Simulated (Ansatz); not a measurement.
## MgNi3C (Pm-3m): the cell at rest

Aim: bring MgNi3C (Pm-3m) to small forces and stress, as phonons need.

Method: DFT PBEsol, scalar-relativistic, plane waves, PAW; PAW set soft_1, in Ansatz 0.2.0.

## (1) The starting structure

Symmetry: Pm-3m, No. 221, cubic system. Conventional cell: a = 3.809 Å, b = 3.809 Å, c = 3.809 Å, α = 90.00°, β = 90.00°, γ = 90.00°. Nearest to Mg lie 12 Ni at 2.69 Å. Nearest to Ni lie 2 C at 1.90 Å and 4 Mg at 2.69 Å and 8 Ni at 2.69 Å. Nearest to C lie 6 Ni at 1.90 Å. Farther neighbours are not listed.

## (2) A coarse first look

A quick single point on a coarse mesh tells whether the cell has a gap and how far it is from rest, which sets the k mesh and smearing that follow.

Input file input.yaml:

```yaml
crystal:
  lattice:
    - [3.8089, 0.0, 0.0]
    - [0.0, 3.8089, 0.0]
    - [0.0, 0.0, 3.8089]
  atoms:
    - { symbol: Mg, position: [0.0, 0.0, 0.0] }
    - { symbol: Ni, position: [0.0, 0.5, 0.5] }
    - { symbol: Ni, position: [0.5, 0.0, 0.5] }
    - { symbol: Ni, position: [0.5, 0.5, 0.0] }
    - { symbol: C, position: [0.5, 0.5, 0.5] }
kpoints:
  mp_grid: { grid: [6, 6, 6] }
hamiltonian:
  xc: pbesol
  pseudopotentials: { kind: paw, azcp: { folder: soft_1 }, xc_functional: pbe }
scf:
  occupations: { method: gaussian, width: 0.1 }
output:
  forces: true
  stress: true
  eigenvalues: true
```

Command:

```bash
ansatz run input.yaml --threads 4 --pin off --max-ram 10240MiB --backend cpu --events-out ev --progress --plain --runs-dir out
```

Numbers of over 12 decimals in the logs are rounded to 6 here.

The program printed:

```text
Engine: ansatz 0.2.0, aarch64-unknown-linux-gnu
Pseudopotentials: kind: paw
Pseudopotential: Mg, paw, valence charge 10, recommended cutoff 420 eV (normal), soft_1/Mg.paw.azcp
Pseudopotential: Ni, paw, valence charge 18, recommended cutoff 420 eV (normal), soft_1/Ni.paw.azcp
Pseudopotential: C, paw, valence charge 4, recommended cutoff 420 eV (normal), soft_1/C.paw.azcp
Functional definition: PBEsol
[...]
k-point 0: bands = [... 30 lower, 12.8567, 13.4882, 13.4882, 13.4882, 13.7614, 17.4692, 19.2161, 19.2161, ... 2 higher]
  k-point 1: bands = [... 30 lower, 12.8677, 13.4884, 13.6677, 13.6711, 13.6711, 17.6483, 18.3606, 19.3249, ... 2 higher]
  k-point 2: bands = [... 30 lower, 12.8608, 13.4143, 13.4888, 14.1114, 14.1114, 17.6644, 18.2185, 19.6839, ... 2 higher]
  k-point 19: bands = [... 30 lower, 13.1661, 13.1661, 13.5491, 13.5491, 13.5491, 15.3986, 15.3986, 15.3986, ... 2 higher]
[key lines of the parts left out:]
SCF converged after 10 iterations
Free energy (F): -19574.508386 eV
Fermi energy:    14.188965 eV
P = ⅓ Tr σ = -5.3549 GPa (-53.549 kbar)
```

Run time: 0.86 s. Hardware: 4 threads of Arm Neoverse V2, shared host; peak memory 0.35 GiB; 2.8 s of CPU time.

This run has no spin polarisation, although Ni can carry a moment.

Numbers from this step:

```
pressure          : -5.355 GPa
volume per atom   : 11.05 Å³
gap on the k-mesh : 0 eV
```

The coarse mesh shows no gap and a pressure of -5.4 GPa.

## (3) Bringing the structure to rest

The cell and atoms are relaxed, since residual forces and stress would shift the frequencies.

input.yaml: that of step 2 with these lines changed.

```diff
@@ -12,3 +12,3 @@
 kpoints:
-  mp_grid: { grid: [6, 6, 6] }
+  mp_grid: { grid: [10, 10, 10] }
 hamiltonian:
@@ -22 +22,10 @@
   eigenvalues: true
+  write_density: true
+  write_potential: true
+  elf: true
+  volumetric_format: npy
+relax:
+  adjacent_minimum: "off"
+  f_tol: 0.005
+  max_steps: 80
+  cell: { stress_tol: 0.05 }
```

The program printed:

```text
[...]
Crystal: 5 atoms, lattice volume = 55.258 Å³
Basis set: ecut = 420 eV, 1045 PW (Γ), exchange–correlation on 54×54×54 points (8 copies of the dense FFT grid, shifted against one another)
Bands: 41, of which v1, the nominal top of the filled ones, is band 34 counted from 1 (33 counted from 0)
Symmetry: 48 space group operations
[...]
k-points: 56 of 1000
[...]
SCF iter   1: F=—  HF=-19574.856637 eV  |F-HF|=—  |Δ(HF+E_count)|=         —  Δρ=5.51e-2  dr2=1.01e0  ethr=3.10e-3  ⟨swp⟩=5.9  Hψ=7710  notcnv=0  defer=6
[...]
SCF iter  10: F=-19574.497468 eV  HF=-19574.497468 eV  |F-HF|=8.40e-10  |Δ(HF+E_count)|=   1.93e-8  Δρ=5.65e-6  dr2=1.07e-8  ethr=1.47e-10  ⟨swp⟩=14.5  Hψ=16914  notcnv=0
SCF 1 converged in 10 iterations: F = -19574.497468 eV  dr2 = 1.07e-8
[...]
relax step   1: F+E_penalty+E_count = -19574.49746817 eV  Δ(F+E_penalty+E_count) = +0.000e0 eV  max|allowed force component| = 3.163e-28 eV/Å  Δτ_max = 0.0000 Å  P = -5.272 GPa  Ω = 55.258 Å³  (10 SCF iters, dr2 threshold 1.00e-7 eV, accepted)
Crystal: 5 atoms, lattice volume = 54.428 Å³
[...]
iter 1 solved again at ethr=1.13e-5 eV; its pass at ethr=3.10e-3 eV (dr2=7.68e-3 eV) is discarded
[...]
SCF iter   6: F=-19574.518568 eV  HF=-19574.518568 eV  |F-HF|=1.55e-7  |Δ(HF+E_count)|=   2.14e-7  Δρ=1.30e-5  dr2=1.63e-7  ethr=7.35e-10  ⟨swp⟩=10.0  Hψ=17822  notcnv=0
SCF 2 converged in 6 iterations: F = -19574.518568 eV  dr2 = 1.63e-7
relax step   2: F+E_penalty+E_count = -19574.51856783 eV  Δ(F+E_penalty+E_count) = -2.110e-2 eV  max|allowed force component| = 5.640e-30 eV/Å  Δτ_max = 0.0000 Å  P = -2.620 GPa  Ω = 54.428 Å³  energy of the carried Pulay correction = +5.547e-4 eV  (6 SCF iters, dr2 threshold 5.00e-7 eV, accepted)
Crystal: 5 atoms, lattice volume = 53.632 Å³
Basis set: ecut = 420 eV, 1021 PW (Γ), exchange–correlation on 54×54×54 points (8 copies of the dense FFT grid, shifted against one another)
[...]
SCF iter   6: F=-19574.525365 eV  HF=-19574.525365 eV  |F-HF|=1.59e-7  |Δ(HF+E_count)|=   2.34e-7  Δρ=1.35e-5  dr2=1.71e-7  ethr=7.35e-10  ⟨swp⟩=10.0  Hψ=17766  notcnv=0
SCF 3 converged in 6 iterations: F = -19574.525365 eV  dr2 = 1.71e-7
relax step   3: F+E_penalty+E_count = -19574.52536471 eV  Δ(F+E_penalty+E_count) = -6.797e-3 eV  max|allowed force component| = 1.462e-29 eV/Å  Δτ_max = 0.0000 Å  P = +0.138 GPa  Ω = 53.632 Å³  energy of the carried Pulay correction = +1.094e-3 eV  (6 SCF iters, dr2 threshold 5.00e-7 eV, accepted)
[...]
relax step   4: F+E_penalty+E_count = -19574.52535433 eV  Δ(F+E_penalty+E_count) = +1.038e-5 eV  max|allowed force component| = 1.262e-29 eV/Å  Δτ_max = 0.0000 Å  P = -0.004 GPa  Ω = 53.672 Å³  energy of the carried Pulay correction = +1.067e-3 eV  (6 SCF iters, dr2 threshold 4.73e-8 eV, accepted)
[...]
SCF iter   6: F=-19574.524332 eV  HF=-19574.524332 eV  |F-HF|=3.64e-12  |Δ(HF+E_count)|=  1.13e-10  Δρ=1.26e-7  dr2=4.98e-12  ethr=1.00e-12  ⟨swp⟩=6.0  Hψ=11691  notcnv=0
SCF 5 converged in 6 iterations: F = -19574.524332 eV  dr2 = 4.98e-12
relax step   5: F+E_penalty+E_count = -19574.52433196 eV  Δ(F+E_penalty+E_count) = +1.022e-3 eV  max|allowed force component| = 1.409e-29 eV/Å  Δτ_max = 0.0000 Å  P = -0.012 GPa  Ω = 53.672 Å³  stress off target by 1.21e-2 GPa  SCF on the basis re-selected at this cell (its energy is not comparable with the rows above)  (6 SCF iters)
basis re-selected at this cell: Δ(F+E_penalty+E_count) = +1.022e-3 eV, ΔP = -0.008 GPa vs the last step (what re-selecting the basis moved, of the pressure what is left beyond the Pulay correction that the steps carried, after the strain that the cell walked since its last selection, with what the two solves' SCF thresholds leave and, on support functions, any second-order correction that the steps lacked; it is no m [...]
SCF converged after 6 iterations
Free energy (F): -19574.524332 eV
[...]
Internal energy: -19574.495092 eV  (E = F + TS)
E sigma→0 (E₀):  -19574.509712 eV
Entropy (-TS):   -0.029240 eV (-5.848 meV/atom)
Fermi energy:    14.754314 eV
[...]
--- Stress (GPa, compression-positive) ---
       -0.012136      -0.000000       0.000000
        0.000000      -0.012136       0.000000
        0.000000       0.000000      -0.012136
  P = ⅓ Tr σ = -0.0121 GPa (-0.121 kbar)
--- Band table (eV; the first three rows and the last of 56) ---
  k-point 0: bands = [... 30 lower, 13.3398, 14.0131, 14.0131, 14.0131, 14.2861, 18.1981, 19.8901, 19.8901, ... 3 higher]
  k-point 1: bands = [... 30 lower, 13.3465, 14.0132, 14.0817, 14.0817, 14.2504, 18.2721, 19.3048, 19.9272, ... 3 higher]
  k-point 2: bands = [... 30 lower, 13.3537, 14.0134, 14.1454, 14.2825, 14.2825, 18.4138, 18.9033, 20.0432, ... 3 higher]
  k-point 55: bands = [... 30 lower, 13.6526, 13.6526, 14.0695, 14.0695, 14.0695, 16.0044, 16.0044, 16.0044, ... 3 higher]
--- Relaxed structure (4 steps of the walk, 4 accepted, 1 SCFs on fresh bases) ---
  F+E_penalty+E_count = -19574.52433196 eV   max|allowed force component| = 1.409e-29 eV/Å   (the final SCF, on the basis selected at the relaxed cell)
  cell:  # Å, volume = 53.6715 Å³
    - [3.772084, 0, 0]
    - [0, 3.772084, 0.0]
    - [0, 0.0, 3.772084]
  atoms:
    - { symbol: Mg, position: [0, 0, 0] }
    - { symbol: Ni, position: [0, 0.5, 0.5] }
    - { symbol: Ni, position: [0.5, 0, 0.5] }
    - { symbol: Ni, position: [0.5, 0.5, 0] }
    - { symbol: C, position: [0.5, 0.5, 0.5] }
```

Elapsed: 9.3 s, on 4 threads; peak memory 0.45 GiB.

Step by step:

| step | energy less that of the first step (eV) | largest force component (eV/Å) | pressure (GPa) | volume (Å³) |
| --- | --- | --- | --- | --- |
| 1 | 0.0000 | 0.0000 | -5.27 | 55.26 |
| 2 | -0.0211 | 0.0000 | -2.62 | 54.43 |
| 3 | -0.0279 | 0.0000 | 0.14 | 53.63 |
| 4 | -0.0279 | 0.0000 | 0.00 | 53.67 |
| 5* | -0.0269 | 0.0000 | -0.01 | 53.67 |

Relaxation steps marked * repeat the geometry before them on a plane-wave basis chosen anew for their cell, so energy and pressure can jump there.

The run keeps the 48 symmetry operations that it works with, so distortions that break them were not tested.

| conventional cell, symmetrised | before | after | change |
| --- | --- | --- | --- |
| a (Å) | 3.809 | 3.772 | -1.0 % |
| b (Å) | 3.809 | 3.772 | -1.0 % |
| c (Å) | 3.809 | 3.772 | -1.0 % |
| volume (Å³/atom) | 11.05 | 10.73 | -2.9 % |

The relaxed structure:

```cif
data_structure
_symmetry_space_group_name_H-M 'P 1'
_symmetry_Int_Tables_number 1
_cell_length_a 3.7721
_cell_length_b 3.7721
_cell_length_c 3.7721
_cell_angle_alpha 90.000
_cell_angle_beta 90.000
_cell_angle_gamma 90.000
_cell_volume 53.67
loop_
_atom_site_label
_atom_site_type_symbol
_atom_site_fract_x
_atom_site_fract_y
_atom_site_fract_z
_atom_site_occupancy
Mg1 Mg 0.00000 0.00000 0.00000 1
Ni2 Ni 0.00000 0.50000 0.50000 1
Ni3 Ni 0.50000 0.00000 0.50000 1
Ni4 Ni 0.50000 0.50000 0.00000 1
C5 C 0.50000 0.50000 0.50000 1
```

This step gave:

| Quantity | Value |
| --- | --- |
| pressure | -0.01214 GPa |
| volume per atom | 10.73 Å³ |

Electrostatic potential energy in the ac plane at fractional y = 0.500, with atoms of Ni and C within 0.2 Å of it. With pseudopotentials it is smooth inside the atoms' cores, unlike the true potential.

Values in eV, 14 rows by 14 columns, each cell a mean:
```
 18  17  16  11  -3  -6  12  20   6  -8   1  14  17  17
 17  17  16  14   4  -8  -7  -4  -8  -6   7  15  16  17
 14  14  15  15  12   3  -5  -7  -4   6  13  15  15  14
 -1   2   9  14  14  11   6   4   8  12  14  13   7   1
 -6  -8  -3   9  12   6  -7 -12  -4   8  12   6  -6  -8
 15   3  -9   1   7 -10 -32 -38 -27  -4   8  -4  -8   6
 26  14  -8  -3   3 -20 -41 -41 -38 -12   4  -7  -4  20
 20   7  -9  -1   5 -14 -37 -41 -32  -7   6  -5  -7  12
 -2  -7  -6   7  11   2 -14 -20 -10   6  11   3  -8  -6
 -5  -2   6  13  14  11   5   3   7  12  14  12   4  -3
 10  12  14  15  13   7  -1  -3   1   9  14  15  14  11
 16  16  16  14   6  -6  -9  -8  -9  -3   9  15  16  16
 18  17  16  12  -2  -7   7  14   3  -8   2  14  17  17
 18  18  16  10  -5  -2  20  26  15  -6  -1  14  17  18
```
Columns run along a (3.8 Å; values clipped at the 3rd and 97th percentile), rows up along c (3.8 Å). Atoms in or near the plane, at fractional coordinates: Ni at (0.00, 0.50), Ni at (0.50, 0.00), C at (0.50, 0.50).

Valence density in the ac plane at fractional y = 0.500, with atoms of Ni and C within 0.2 Å of it. It is the smooth field of the valence electrons, not physical close to the nuclei.

Values in e/Å³, 14 rows by 14 columns, each cell a mean:
```
 0  0  0  0  1  5 21 30 15  3  1  0  0  0
 0  0  0  0  1  2  6  8  5  1  0  0  0  0
 0  0  0  0  0  1  1  2  1  1  0  0  0  0
 1  1  0  0  0  1  1  1  1  1  0  0  0  1
 5  3  1  0  1  1  1  1  1  1  1  1  1  3
24 12  3  1  1  1  2  2  1  1  1  1  5 15
49 24  5  1  1  1  2  2  2  1  1  2  8 30
33 17  4  1  1  1  2  2  2  1  1  1  6 21
 8  5  1  1  1  1  1  1  1  1  1  1  2  5
 1  1  1  0  0  1  1  1  1  1  0  0  1  1
 0  0  0  0  0  1  1  1  1  0  0  0  0  0
 0  0  0  0  1  1  4  5  3  1  0  0  0  0
 0  0  0  0  1  5 17 24 12  3  1  0  0  0
 0  0  0  0  1  8 33 49 24  5  1  0  0  0
```
Columns run along a (3.8 Å), rows up along c (3.8 Å). Atoms in or near the plane, at fractional coordinates: Ni at (0.00, 0.50), Ni at (0.50, 0.00), C at (0.50, 0.50).

ELF in the ac plane at fractional y = 0.500, with atoms of Ni and C within 0.2 Å of it. It is the smooth field of the valence electrons, not physical close to the nuclei.

Ten even steps from '0' (0.05) to '9' (0.96), each cell a mean:
```
22211379621122
22211134311122
11221111111211
11123444443111
32114677764112
85225743574136
98325610374149
96225631474137
43115766764113
11123555543111
11122122212211
22211123211222
22211368521122
22211499831122
```
Columns run along a (3.8 Å), rows up along c (3.8 Å). Atoms in or near the plane, at fractional coordinates: Ni at (0.00, 0.50), Ni at (0.50, 0.00), C at (0.50, 0.50).

In this step the volume went from 11.05 to 10.73 Å³/atom.

## (4) Tight relaxation

Phonons need a cell at rest on their own settings, so the relaxation is repeated with tight tolerances on forces and stress, using the mesh and the filling of the phonon run that follows.

Input file input.yaml:

```yaml
crystal:
  lattice:
    - [3.7720839981, 0.0, 0.0]
    - [0.0, 3.7720839981, 0.0]
    - [0.0, 0.0, 3.7720839981]
  atoms:
    - { symbol: Mg, position: [0.0, 0.0, 0.0] }
    - { symbol: Ni, position: [0.0, 0.5, 0.5] }
    - { symbol: Ni, position: [0.5, 0.0, 0.5] }
    - { symbol: Ni, position: [0.5, 0.5, 0.0] }
    - { symbol: C, position: [0.5, 0.5, 0.5] }
kpoints:
  mp_grid: { grid: [12, 12, 12] }
hamiltonian:
  xc: pbesol
  pseudopotentials: { kind: paw, azcp: { folder: soft_1 }, xc_functional: pbe }
scf:
  occupations: { method: methfessel_paxton, width: 0.2 }
output:
  forces: true
  stress: true
  eigenvalues: true
relax:
  adjacent_minimum: "off"
  f_tol: 0.001
  max_steps: 60
  cell: { stress_tol: 0.01 }
```

The program printed:

```text
[...]
Crystal: 5 atoms, lattice volume = 53.672 Å³
Basis set: ecut = 420 eV, 1021 PW (Γ), exchange–correlation on 54×54×54 points (8 copies of the dense FFT grid, shifted against one another)
Bands: 41, of which v1, the nominal top of the filled ones, is band 34 counted from 1 (33 counted from 0)
[... 1 set-up line as in the run before ...]
[...]
k-points: 84 of 1728
[...]
--- Relaxed structure (3 steps of the walk, 3 accepted, 1 SCFs on fresh bases) ---
[...]
cell:  # Å, volume = 53.6652 Å³
    - [3.771935, 0, 0.0]
    - [0, 3.771935, 0]
    - [0.0, 0, 3.771935]
  atoms:
    - { symbol: Mg, position: [0, 0, 0] }
    - { symbol: Ni, position: [0, 0.500000, 0.500000] }
    - { symbol: Ni, position: [0.500000, 0, 0.500000] }
    - { symbol: Ni, position: [0.500000, 0.500000, 0] }
    - { symbol: C, position: [0.500000, 0.500000, 0.500000] }
[key lines of the parts left out:]
SCF converged after 8 iterations
Free energy (F): -19574.514732 eV
Fermi energy:    14.772568 eV
P = ⅓ Tr σ = 0.0002 GPa (0.002 kbar)
```

Elapsed: 9.3 s, on 4 threads; peak memory 0.47 GiB.

Little changed from the start: no atom moved by 0.005 Å and no cell edge by 0.1 %.

This step gave:

```
pressure : 2.00e-4 GPa
```

The forces vanish by symmetry and the pressure is 0.000 GPa, within the tolerances set. The cell now holds 10.73 Å³/atom.

## (5) What came out

```
space group after relaxation (within 0.01 Å) : Pm-3m
lattice constant a                           : 3.772 Å
lattice constant b                           : 3.772 Å
lattice constant c                           : 3.772 Å
volume per atom                              : 10.7 Å³
```

What this shows: The forces vanish by symmetry and the pressure is 0.000 GPa, within the tolerances set. The cell now holds 10.73 Å³/atom. The relaxation keeps the symmetry of its start, so it says nothing on stability against lower symmetry. The runs are without spin polarisation, although Ni often carries a moment. The PAW files were made for PBE and serve the other functionals too.

[Logs are printed without paths, hosts, clocks, repeated set-up lines and the standing remarks that a program may print on its own settings, such as how far it seeks lower states.]

[Hosts, paths, dates, database ids (printed as entryN), source tags and the programs' standing remarks are cut or masked in the printed files.]
